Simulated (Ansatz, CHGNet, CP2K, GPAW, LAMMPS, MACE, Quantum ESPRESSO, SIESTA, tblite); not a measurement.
# From one method to another: forces in aqueous Li+ and I-, 1.5 mol of salt per kg of water at 360 K (110 atoms)

36 H2O, 1 Li+, 1 I- placed at random, at 1.14 g/cm³; overlaps pushed apart, then 10 ps at 420 K with Joung-Cheatham ions (J. Phys. Chem. B 112, 9020 (2008)); SPC/E water (Berendsen, Grigera and Straatsma, J. Phys. Chem. 91, 6269 (1987)). Snapshot after 20 ps at 360 K and fixed volume.

Two calculations on one geometry. First: GFN2-xTB tight binding, diagonalisation; levels smeared at 580 K; periodic xTB differs between programs (tblite 0.8.0; Γ point). Second: Kohn-Sham DFT, PBE, PAW, plane waves (Ansatz 0.2.0; cutoff 420 eV, Γ point, fermi-dirac smearing of 0.05 eV; PAW set soft_2).

Cell vectors (Å):

```
10.442 0.000 0.000
0.000 10.442 0.000
0.000 0.000 10.442
```

Atom, position (Å) and force of the first calculation (eV/Å):

```
1 O 4.429 0.328 0.520 -0.275 0.050 0.612
2 H 4.018 0.346 1.432 0.367 0.266 -0.910
3 H 4.751 1.245 0.282 -0.584 -1.145 0.391
4 O 1.914 0.552 5.846 -0.100 -0.177 0.366
5 H 2.652 0.253 6.452 -0.529 0.721 -0.553
6 H 1.675 1.500 6.055 0.561 -0.821 -0.145
7 O 5.085 1.650 5.281 -0.209 0.044 0.707
8 H 5.489 0.735 5.276 -0.674 0.800 0.143
9 H 4.401 1.709 6.008 1.046 -0.557 -0.794
10 O 7.566 7.558 6.061 -0.379 -0.983 -0.306
11 H 7.509 6.918 6.828 -0.043 0.682 -1.081
12 H 7.323 7.086 5.214 0.350 0.346 1.382
13 O 7.383 6.644 8.932 0.475 0.401 0.008
14 H 7.329 7.583 9.270 0.265 -1.274 -0.397
15 H 8.341 6.363 8.880 -0.610 0.942 0.055
16 O 1.446 0.597 9.543 -0.392 -0.969 -0.252
17 H 2.084 10.276 9.648 -0.759 0.517 -0.137
18 H 0.603 0.269 9.116 1.257 0.315 0.626
19 O 7.424 3.982 9.890 0.213 0.301 -0.962
20 H 7.829 3.320 9.260 -0.342 0.954 0.581
21 H 7.516 4.903 9.511 -0.278 -1.221 0.437
22 O 4.910 5.891 7.041 0.786 0.188 0.535
23 H 5.517 5.123 6.838 -0.334 0.871 0.218
24 H 5.387 6.548 7.626 -0.346 -1.137 -0.806
25 O 0.734 1.627 1.639 0.501 -0.345 -0.039
26 H 1.433 1.337 2.293 -0.518 0.200 -1.091
27 H 0.922 1.216 0.746 0.126 0.242 1.033
28 O 9.876 1.145 4.302 0.161 -0.409 0.740
29 H 9.272 1.325 5.078 1.134 -0.439 -0.935
30 H 0.250 0.662 4.620 -1.200 0.798 -0.088
31 O 9.087 9.997 0.975 0.090 -0.383 -0.209
32 H 9.566 9.201 1.346 -0.277 0.725 -0.752
33 H 8.914 9.858 0.000 0.387 -0.296 1.306
34 O 6.748 3.921 6.031 0.336 -0.487 0.187
35 H 7.565 3.622 6.525 -1.212 -0.047 -0.605
36 H 6.216 3.121 5.753 0.690 0.461 0.448
37 O 2.138 6.525 0.870 1.037 -0.862 0.238
38 H 1.529 5.744 0.736 0.575 0.316 0.153
39 H 2.966 6.225 1.344 -1.190 0.179 -0.612
40 O 8.650 9.173 8.921 0.503 -0.275 -1.137
41 H 8.917 8.368 8.391 -0.151 1.327 0.584
42 H 8.868 10.001 8.404 -0.230 -1.000 0.222
43 O 10.155 6.535 8.409 0.106 -0.366 -0.129
44 H 0.342 5.765 8.515 -0.456 1.407 -0.262
45 H 0.180 7.287 7.944 -0.089 -1.139 0.517
46 O 0.423 4.376 0.833 -0.637 -0.445 -0.403
47 H 9.968 4.426 0.393 1.316 -0.432 0.829
48 H 0.618 3.428 1.085 -0.628 0.771 -0.280
49 O 1.230 8.423 7.229 0.331 1.138 -0.208
50 H 1.887 8.667 7.943 -0.643 -0.186 -0.704
51 H 0.939 9.250 6.748 0.616 -0.726 0.736
52 O 5.156 2.722 0.234 0.761 0.822 0.484
53 H 5.380 2.554 1.194 -0.084 0.891 -0.636
54 H 5.752 3.439 10.315 -0.075 -0.671 0.478
55 O 8.517 4.752 3.579 0.079 -0.181 0.806
56 H 8.177 4.488 4.482 0.584 0.274 -1.229
57 H 9.513 4.667 3.560 -0.917 -0.058 0.419
58 O 3.180 2.640 8.858 -0.417 -0.145 0.627
59 H 2.391 2.167 9.249 1.023 0.538 -0.130
60 H 3.906 2.700 9.543 -1.090 -0.173 -0.631
61 O 5.064 3.181 2.900 -0.293 0.173 0.781
62 H 5.346 3.092 3.855 -0.380 0.195 -1.391
63 H 4.858 4.139 2.701 0.651 -0.708 0.466
64 O 5.855 9.660 9.110 0.592 0.343 0.098
65 H 6.696 10.198 9.065 -1.376 -0.736 0.243
66 H 5.280 10.002 9.854 0.840 -0.019 -0.310
67 O 3.208 1.017 2.898 0.396 -0.047 0.755
68 H 3.377 0.566 3.774 -0.134 0.977 -1.091
69 H 3.724 1.873 2.858 -0.188 -0.753 0.469
70 O 2.976 8.590 9.504 0.623 -0.194 0.548
71 H 2.617 8.088 10.291 0.642 0.301 -0.959
72 H 3.975 8.545 9.508 -1.498 -0.077 0.216
73 O 4.264 7.137 4.677 -0.622 -0.425 -0.027
74 H 3.355 6.927 4.317 0.799 0.312 0.769
75 H 4.430 6.596 5.501 -0.241 0.380 -0.668
76 O 7.323 0.402 2.978 -0.826 -0.499 -0.051
77 H 6.685 0.115 2.264 0.878 0.283 1.464
78 H 7.015 0.051 3.862 0.021 0.221 -1.577
79 O 0.219 7.973 1.860 0.093 -0.062 0.848
80 H 0.931 7.453 1.390 -0.624 0.619 0.837
81 H 0.443 8.040 2.833 0.092 -0.225 -1.425
82 O 2.192 5.543 8.314 1.308 0.100 -0.175
83 H 2.579 6.254 7.726 -0.254 -1.180 1.023
84 H 2.930 5.079 8.804 -0.913 0.770 -0.915
85 O 5.183 5.816 2.433 -0.188 0.861 -0.391
86 H 4.772 6.508 3.027 0.987 -0.653 -0.413
87 H 6.026 6.176 2.035 -0.914 -0.180 0.745
88 O 7.511 7.158 1.790 1.116 0.460 0.002
89 H 8.239 6.792 2.370 -0.860 0.616 -0.992
90 H 7.868 7.916 1.245 -0.195 -1.069 0.965
91 O 0.711 4.552 4.080 1.185 0.109 -0.533
92 H 0.993 4.098 4.926 -0.010 0.140 -0.833
93 H 1.375 4.354 3.359 -1.020 0.047 1.220
94 O 1.361 3.199 6.271 0.356 0.014 0.940
95 H 1.954 3.340 7.064 -0.918 -0.012 -0.792
96 H 0.427 3.021 6.581 0.935 0.182 0.125
97 O 8.221 2.726 1.738 -0.592 0.308 -0.208
98 H 7.540 2.899 1.027 1.159 0.177 1.236
99 H 8.202 3.470 2.406 -0.206 -0.506 -0.858
100 O 4.008 0.435 7.517 -0.474 -0.449 0.613
101 H 3.442 1.001 8.115 1.000 -0.384 -0.327
102 H 4.517 10.215 8.067 -0.306 0.900 -0.432
103 O 5.811 9.485 4.777 -0.379 -0.578 0.796
104 H 6.399 8.982 5.410 -0.850 0.264 -0.682
105 H 4.920 9.035 4.720 1.350 0.089 0.201
106 O 1.578 7.490 4.296 -0.341 -0.483 1.005
107 H 1.737 7.879 5.203 -0.545 -0.658 -0.977
108 H 1.031 6.657 4.382 0.651 0.844 0.157
109 Li 9.187 1.087 2.334 -0.227 0.102 -0.049
110 I 9.141 1.869 7.672 -0.307 -0.034 0.107
```

**Question.** What forces does the second calculation give?

Atom and force (eV/Å):

```
1 -0.132 -0.256 0.295
2 0.162 0.207 -0.476
3 -0.347 -0.646 0.207
4 -0.309 -0.409 -0.152
5 -0.175 0.508 -0.186
6 0.453 -0.463 -0.037
7 -0.253 0.807 0.389
8 -0.552 0.291 0.248
9 1.139 -0.744 -0.619
10 -0.267 -0.585 -0.477
11 -0.118 0.572 -0.920
12 0.385 0.176 1.280
13 0.034 0.115 -0.141
14 0.223 -1.040 -0.254
15 -0.048 1.060 -0.062
16 -0.506 -0.510 -0.123
17 -0.510 0.198 -0.095
18 1.074 0.313 0.465
19 0.050 0.305 -0.760
20 -0.175 0.684 0.210
21 -0.423 -0.818 0.374
22 0.313 0.420 0.414
23 0.053 0.611 0.242
24 -0.192 -1.153 -0.767
25 0.143 0.097 0.088
26 -0.151 0.153 -0.895
27 0.185 -0.063 0.740
28 0.125 -0.299 0.333
29 1.006 -0.427 -0.589
30 -0.999 0.612 0.123
31 -0.336 0.024 -0.236
32 0.220 0.247 -0.643
33 0.495 -0.437 1.150
34 0.293 0.166 0.058
35 -1.033 -0.292 -0.375
36 0.591 -0.078 0.446
37 1.057 -0.343 0.237
38 0.353 -0.245 0.059
39 -0.977 0.163 -0.512
40 0.404 -0.265 -0.942
41 -0.068 1.184 0.487
42 -0.123 -0.661 -0.138
43 -0.517 -0.553 0.183
44 -0.099 1.245 -0.299
45 0.218 -0.773 0.206
46 -0.488 0.105 -0.487
47 1.100 -0.489 0.818
48 -0.565 0.286 -0.178
49 0.010 0.663 -0.299
50 -0.345 -0.035 -0.483
51 0.630 -0.443 0.661
52 0.405 0.592 0.185
53 -0.109 1.006 -0.219
54 0.281 -0.561 0.320
55 -0.283 -0.046 0.405
56 0.440 0.233 -0.997
57 -0.443 -0.091 0.648
58 -0.595 0.032 0.091
59 0.774 0.362 0.021
60 -0.798 -0.171 -0.166
61 -0.412 -0.166 0.552
62 -0.373 -0.063 -1.206
63 0.644 -0.093 0.367
64 0.486 -0.046 -0.279
65 -1.216 -0.768 0.136
66 0.587 0.257 0.392
67 0.007 -0.477 0.351
68 -0.130 1.084 -0.874
69 0.090 -0.407 0.664
70 0.452 -0.050 0.201
71 0.589 -0.116 -0.730
72 -1.355 -0.077 0.264
73 -0.567 -0.085 -0.446
74 0.377 0.373 0.815
75 -0.065 0.126 -0.226
76 -0.528 -0.267 0.107
77 0.768 0.149 1.350
78 -0.215 -0.015 -1.579
79 -0.531 0.307 0.764
80 -0.127 0.365 0.890
81 0.294 -0.255 -1.175
82 0.897 0.015 -0.170
83 -0.085 -1.190 0.977
84 -0.787 0.711 -0.950
85 -0.605 0.420 -0.411
86 1.032 -0.552 -0.110
87 -0.518 0.177 0.443
88 0.744 0.202 0.011
89 -0.638 0.560 -0.901
90 -0.148 -0.915 1.020
91 0.912 0.377 -0.896
92 0.294 -0.015 -0.420
93 -0.925 0.050 1.134
94 0.396 -0.076 0.408
95 -0.824 0.231 -0.493
96 0.629 0.067 0.410
97 -0.395 0.116 -0.519
98 1.196 0.201 1.182
99 -0.256 -0.151 -0.445
100 -0.705 -0.426 0.191
101 0.957 -0.175 -0.120
102 0.034 0.769 -0.339
103 -0.165 -0.011 0.701
104 -0.818 -0.062 -0.363
105 1.202 -0.238 0.276
106 -0.256 -0.260 0.560
107 -0.545 -0.670 -0.697
108 0.563 0.537 0.291
109 -0.254 0.015 -0.115
110 -0.390 -0.029 0.148
```

The two sets differ by 264 meV/Å r.m.s., 48 % of the r.m.s. force of the Ansatz run. Periodic xTB results under one method name differ between programs and library versions. The network of contacts between molecules at the start is that of the classical potential that made the cell, and needn't be the one that DFT or experiment would give. The electronic-structure runs sample only Γ, in a cell whose shortest periodic width is 10 Å.

[Logs are printed without paths, hosts, clocks, repeated set-up lines and the standing remarks that a program may print on its own settings, such as how far it seeks lower states.]

[Hosts, paths, dates, database ids (printed as entryN), source tags and the programs' standing remarks are cut or masked in the printed files.]
